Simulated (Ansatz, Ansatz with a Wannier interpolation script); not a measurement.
# G0W0 band structure of WS2 (Tungstenite), part 2 of 2

Aim: the G0W0 bands of WS2 (Tungstenite) along the symmetry lines, with the gap off the mesh.

Ansatz 0.2.0; LDA, Wannier functions and G0W0, plane waves, PAW. Known limits of the many-body steps: not at the basis limit; no spin-orbit coupling; coarse k mesh.

So far. Step 3 (Wannier functions (S:3p W:5d) on 12×12×4): Near the gap the model misses directly solved bands by 0.6 meV r.m.s. and by 4 meV at most in the window tested. This tests the starting bands, not the corrections carried with them. Step 4 (G0W0 at every point of the mesh: 6×6×2 mesh, 456 empty …): The gap on the mesh goes from 0.97 eV to 1.40 eV, a correction of +0.43 eV.

The database entry behind the starting cell differs from later determinations by our own check (an axis about 1.4 % long against later determinations), so it need not match the best structure at ambient conditions.

**5. Interpolating the corrections (continued)**

Levels solved directly plus the interpolated quasiparticle correction. Limits: finite bands, cutoff and mesh; no spin-orbit coupling. Quasiparticle bands along the path, in eV, zero at the valence-band top of each set:

| point | band 23 | band 24 | band 25 | band 26 | band 27 | band 28 |
| --- | --- | --- | --- | --- | --- | --- |
| Γ | -2.38 | -1.88 | -1.17 | 0.00 | 2.75 | 2.75 |
| halfway | -2.83 | -2.18 | -1.63 | -1.49 | 1.75 | 2.30 |
| M | -2.27 | -2.10 | -1.85 | -1.63 | 2.76 | 2.80 |
| halfway | -3.21 | -2.91 | -1.28 | -1.02 | 2.30 | 2.37 |
| K | -3.18 | -3.18 | -0.74 | -0.55 | 1.66 | 1.66 |
| halfway | -2.42 | -2.12 | -1.57 | -1.52 | 1.40 | 2.25 |
| Γ | -2.38 | -1.88 | -1.17 | 0.00 | 2.75 | 2.75 |
| halfway | -2.39 | -2.39 | -0.78 | -0.09 | 2.75 | 2.75 |
| A | -2.41 | -2.41 | -0.35 | -0.35 | 2.74 | 2.74 |
| halfway | -2.60 | -2.60 | -1.54 | -1.54 | 2.18 | 2.18 |
| L | -2.18 | -2.18 | -1.73 | -1.73 | 2.78 | 2.78 |
| halfway | -3.12 | -3.12 | -1.14 | -1.14 | 2.33 | 2.33 |
| H | -3.32 | -3.32 | -0.66 | -0.66 | 1.66 | 1.66 |
| halfway | -2.32 | -2.32 | -1.54 | -1.54 | 1.80 | 1.80 |
| A | -2.41 | -2.41 | -0.35 | -0.35 | 2.74 | 2.74 |
| jump to L | -2.18 | -2.18 | -1.73 | -1.73 | 2.78 | 2.78 |
| halfway | -2.25 | -2.12 | -1.81 | -1.66 | 2.76 | 2.79 |
| M | -2.27 | -2.10 | -1.85 | -1.63 | 2.76 | 2.80 |
| jump to H | -3.32 | -3.32 | -0.66 | -0.66 | 1.66 | 1.66 |
| halfway | -3.25 | -3.25 | -0.72 | -0.58 | 1.66 | 1.66 |
| K | -3.18 | -3.18 | -0.74 | -0.55 | 1.66 | 1.66 |

The same for LDA:

| point | band 23 | band 24 | band 25 | band 26 | band 27 | band 28 |
| --- | --- | --- | --- | --- | --- | --- |
| Γ | -2.26 | -1.52 | -1.15 | 0.00 | 2.23 | 2.23 |
| M | -1.97 | -1.81 | -1.65 | -1.50 | 2.15 | 2.19 |
| K | -2.86 | -2.86 | -0.76 | -0.59 | 1.13 | 1.13 |
| Γ | -2.26 | -1.52 | -1.15 | 0.00 | 2.23 | 2.23 |
| A | -2.28 | -2.28 | -0.31 | -0.31 | 2.23 | 2.23 |
| L | -1.89 | -1.89 | -1.56 | -1.56 | 2.17 | 2.17 |
| H | -3.00 | -3.00 | -0.68 | -0.68 | 1.13 | 1.13 |
| A | -2.28 | -2.28 | -0.31 | -0.31 | 2.23 | 2.23 |
| L | -1.89 | -1.89 | -1.56 | -1.56 | 2.17 | 2.17 |
| M | -1.97 | -1.81 | -1.65 | -1.50 | 2.15 | 2.19 |
| H | -3.00 | -3.00 | -0.68 | -0.68 | 1.13 | 1.13 |
| K | -2.86 | -2.86 | -0.76 | -0.59 | 1.13 | 1.13 |

Wannier model on a dense mesh, Gaussian width 0.15 eV. Limits: finite bands, cutoff and mesh; no spin-orbit coupling. The density of states by energy, zero at the valence-band top of each set; read off at these points; values in states/eV/cell:

| energy (eV) | G0W0 | LDA |
| --- | --- | --- |
| -8.000 | 2.1e-5 | 0 |
| -7.750 | 0.0223 | 0.00107 |
| -7.500 | 0.451 | 0.0666 |
| -7.250 | 1.78 | 0.728 |
| -7.000 | 2.71 | 2.10 |
| -6.750 | 4.15 | 2.97 |
| -6.500 | 5.42 | 4.85 |
| -6.250 | 4.44 | 5.09 |
| -6.000 | 3.68 | 3.92 |
| -5.750 | 2.83 | 3.16 |
| -5.500 | 4.38 | 2.78 |
| -5.250 | 5.89 | 4.47 |
| -5.100 | 6.18 | 5.24 |
| -5.000 | 5.66 | 6.02 |
| -4.750 | 3.22 | 5.40 |
| -4.500 | 4.25 | 3.03 |
| -4.250 | 7.54 | 4.62 |
| -4.200 | 7.67 | 5.18 |
| -4.000 | 4.44 | 7.68 |
| -3.750 | 2.95 | 4.63 |
| -3.500 | 3.38 | 3.13 |
| -3.250 | 6.05 | 3.44 |
| -3.100 | 8.47 | 3.62 |
| -3.000 | 8.17 | 4.79 |
| -2.750 | 5.68 | 7.37 |
| -2.500 | 4.89 | 5.95 |
| -2.250 | 2.76 | 4.88 |
| -2.000 | 1.57 | 3.38 |
| -1.750 | 3.41 | 3.47 |
| -1.500 | 5.30 | 5.96 |
| -1.250 | 3.29 | 4.02 |
| -1.000 | 1.96 | 2.23 |
| -0.750 | 1.15 | 1.24 |
| -0.500 | 0.437 | 0.434 |
| -0.250 | 0.219 | 0.242 |
| 0.000 | 0.0570 | 0.0614 |
| 0.250 | 0.00119 | 0.00127 |
| 0.500 | 0 | 0 |
| 0.750 | 0 | 0.0125 |
| 1.000 | 2.7e-5 | 0.431 |
| 1.250 | 0.0406 | 1.89 |
| 1.500 | 0.630 | 3.28 |
| 1.750 | 2.00 | 5.12 |
| 2.000 | 3.20 | 8.79 |
| 2.100 | 3.69 | 9.14 |
| 2.250 | 4.95 | 8.70 |
| 2.500 | 8.04 | 7.70 |

Corrections by starting level (eV, on the run's own energy scale, so only their differences matter):

| start | correction |
| --- | --- |
| -7.48 | −0.18 |
| -6.44 | −0.18 |
| -5.87 | −0.30 |
| -5.01 | −0.26 |
| -4.51 | −0.16 |
| -3.78 | −0.27 |
| -3.32 | −0.32 |
| -2.85 | −0.19 |
| -2.28 | −0.17 |
| -1.89 | −0.34 |
| -1.20 | −0.07 |
| -0.58 | −0.01 |
| 0.97 | +0.39 |
| 1.61 | +0.44 |
| 2.06 | +0.55 |
| 2.24 | +0.48 |
| 2.56 | +0.50 |
| 3.34 | +0.44 |

**6. LDA+SOC bands, for comparison**

The many-body steps leave out spin-orbit coupling, so its effect is taken from a two-component run, with twice the bands.

This step: DFT, LDA with spin-orbit coupling, plane waves, PAW.

input.yaml reads:

```yaml
crystal:
  lattice:
    - [3.18, 0.0, 0.0]
    - [-1.59, 2.753960784, 0.0]
    - [0.0, 0.0, 12.5]
  atoms:
    - { symbol: W, position: [0.3333333333, 0.6666666667, 0.25] }
    - { symbol: W, position: [0.6666666667, 0.3333333333, 0.75] }
    - { symbol: S, position: [0.3333333333, 0.6666666667, 0.625] }
    - { symbol: S, position: [0.6666666667, 0.3333333333, 0.125] }
    - { symbol: S, position: [0.3333333333, 0.6666666667, 0.875] }
    - { symbol: S, position: [0.6666666667, 0.3333333333, 0.375] }
kpoints:
  mp_grid: { grid: [6, 6, 2] }
  band_path:
    path:
      - [[0.0, 0.0, 0.0], [0.5, 0.0, 0.0], [0.33333333, 0.33333333, 0.0], [0.0, 0.0, 0.0], [0.0, 0.0, 0.5], [0.5, 0.0, 0.5], [0.33333333, 0.33333333, 0.5], [0.0, 0.0, 0.5]]
      - [[0.5, 0.0, 0.5], [0.5, 0.0, 0.0]]
      - [[0.33333333, 0.33333333, 0.5], [0.33333333, 0.33333333, 0.0]]
    npoints: 10
hamiltonian:
  xc: lda
scf:
  occupations: { method: fermi_dirac, width: 0.02 }
  n_extra_bands: 12
magnetization:
  noncollinear: true
  spin_orbit: true
output:
  eigenvalues: true
```

Run with:

```console
$ ansatz run input.yaml --threads 3 --pin off --max-ram 64512MiB --backend cuda --events-out ev --progress --plain --runs-dir out --devices 1 --max-vram 24GiB  # rebuilt from the run's record
```

The job ended after 5.8 s (1 × NVIDIA H100 80GB HBM3 (shared by 3 runs) with 3 threads of AMD EPYC 7R13 (Zen 3), shared host; peak memory 1.4 GiB).

This step gave:

```yaml
filled_bands: 52
gap: 0.9230 eV
valence_top_at: Γ
conduction_bottom_at: k = (0.167, 0.167, 0.000)
least_direct_gap: 1.518 eV
```

The gap stands −0.05 eV against LDA.

**7. Results**

| Quantity | Value |
| --- | --- |
| LDA gap | 0.96 eV |
| G0W0 gap over the zone | 1.40 eV, indirect |
| least direct G0W0 gap, in the model | 2.21 eV |
| with the spin-orbit change | 1.35 eV |
| GW settings | 6×6×2 mesh, 456 empty bands, screening to 150 eV |
| known limits | not at the basis limit; no spin-orbit coupling; coarse k mesh |

In words: The Wannier model follows the LDA bands to under 1 meV r.m.s. near the gap. The G0W0 gap over the zone is 1.40 eV, indirect, from Γ to k = (0.172, 0.172, 0.000); on the mesh alone it is 1.40 eV, nearly the same. The valence width in the model goes from 7.48 eV to 7.62 eV. LDA+SOC gives a gap of 0.92 eV on the same path, a spin-orbit change of −0.05 eV that would bring the G0W0 gap to 1.35 eV. Bands and cutoff are finite, so the gap is not at the basis limit. The miss can reach some tenths of an eV and take either sign; the mesh is an error of its own. Above the frozen window of the model the interpolated levels need not meet the computed ones, even at points of the mesh. The 6×6×2 mesh is coarse for this cell (its supercell is 19 Å along the shortest edge). The RPA ε∞ on it, from the LDA start, is 5.75 and 14.36; such meshes misread the long-range screening, most where the gap is narrow.

[Paths, hosts, dates, memory and timing lines, banners, echoed tables and standing remarks are left out of the program output.]

[Logs are printed without paths, hosts, clocks, repeated set-up lines and the standing remarks that a program may print on its own settings, such as how far it seeks lower states.]

[Runs of the session that timed out or met a known fault of the program may be left out.]

[Hosts, paths, dates, database ids (printed as entryN), source tags and the programs' standing remarks are cut or masked in the printed files.]
